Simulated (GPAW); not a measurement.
The Ti K edge of atom 2 in BaTiO3 (P4mm), with 1 O at 1.89 Å, 4 O at 2.00 Å and 1 O at 2.13 Å (distorted octahedral, site symmetry 4mm), was computed in 2 ways: full core hole (charged cell) and no core hole. Program and functional: GPAW, PBE, Gaussian full width 0.94 eV up to 4 eV, rising linearly to 3.5 eV at 25 eV; cells of 5 and 10 atoms (the run without a hole in the smaller).

Each run is counted from its own lowest empty level or Fermi level and scaled to a mean of 1 over its first 20 eV.

```tsv
E (eV)	run 1	run 2
-2.0	0.00	0.00
-1.5	0.00	0.00
-1.0	0.00	0.00
-0.5	0.00	0.00
0.0	0.01	0.01
0.5	0.02	0.03
1.0	0.01	0.04
1.5	0.03	0.07
2.0	0.14	0.09
2.5	0.26	0.16
3.0	0.19	0.34
3.5	0.06	0.48
4.0	0.04	0.43
4.5	0.22	0.45
5.0	0.57	0.48
5.5	0.60	0.35
6.0	0.31	0.21
6.5	0.14	0.16
7.0	0.15	0.16
7.5	0.20	0.13
8.0	0.22	0.11
8.5	0.20	0.10
9.0	0.18	0.11
9.5	0.16	0.13
10.0	0.15	0.18
10.5	0.17	0.31
11.0	0.23	0.59
11.5	0.35	1.05
12.0	0.61	1.59
12.5	1.07	2.05
13.0	1.68	2.25
13.5	2.27	2.24
14.0	2.64	2.14
14.5	2.77	2.06
15.0	2.73	2.00
15.5	2.62	1.95
16.0	2.48	1.90
16.5	2.32	1.90
17.0	2.18	1.96
17.5	2.08	2.07
18.0	2.07	2.18
18.5	2.14	2.24
19.0	2.25	2.21
19.5	2.34	2.12
20.0	2.36	1.99
20.5	2.28	1.88
21.0	2.15	1.81
21.5	2.01	1.81
22.0	1.90	1.87
22.5	1.84	1.96
23.0	1.84	2.06
23.5	1.89	2.13
24.0	1.95	2.18
24.5	2.03	2.22
25.0	2.11	2.27
25.5	2.17	2.33
26.0	2.22	2.36
26.5	2.25	2.35
27.0	2.24	2.27
27.5	2.19	2.14
28.0	2.09	1.97
28.5	1.95	1.80
29.0	1.79	1.66
29.5	1.63	1.56
30.0	1.49	1.51
30.5	1.39	1.49
31.0	1.33	1.49
31.5	1.30	1.49
32.0	1.29	1.48
```

The database entry behind the starting cell differs from later determinations by our own check (c/a about 0.6 % short), so it need not match the best structure at ambient conditions.

Question: Which run is which?

Run 1: full core hole (charged cell) (area from −2 to 6 eV 1.2, main maxima 2.6 eV (0.26), 5.3 eV (0.64), 14.6 eV (2.77), 19.8 eV (2.36) and 26.7 eV (2.25)). Run 2: no core hole (area from −2 to 6 eV 1.5, main maxima 3.6 eV (0.48), 4.9 eV (0.48), 13.2 eV (2.26), 18.6 eV (2.24) and 26.1 eV (2.36)). With each curve scaled to its own mean, the area from −2 to 6 eV with the hole is 1.2 against 1.5, and the centre of weight from −1 to 20 eV moves by +0.5 eV (first and strongest maxima below 20 eV: 3.6 eV (0.48), 4.9 eV (0.48), 13.2 eV (2.26) and 18.6 eV (2.24) without the hole, 2.6 eV (0.26), 5.3 eV (0.64), 14.6 eV (2.77) and 19.8 eV (2.36) with it): the weight at the onset falls. The hole also narrows the gap from 1.8 to 0.7 eV by pulling down the level that sets the zero, so features seem to sit higher above it.

[Banner, clock and machine lines of the logs are left out without a mark of their own.]

[Logs are printed without paths, hosts, clocks, repeated set-up lines and the standing remarks that a program may print on its own settings, such as how far it seeks lower states.]

[Hosts, paths, dates, database ids (printed as entryN), source tags and the programs' standing remarks are cut or masked in the printed files.]

[Lists of maxima count a maximum above −3 eV only where it reaches 4 % of the highest in the window and stands out from its surroundings by 2 % of it (1.5 % where it reaches 55 %); shoulders and weaker maxima are passed over, and of the rest the first, up to two pre-edge ones and the few strongest are named.]
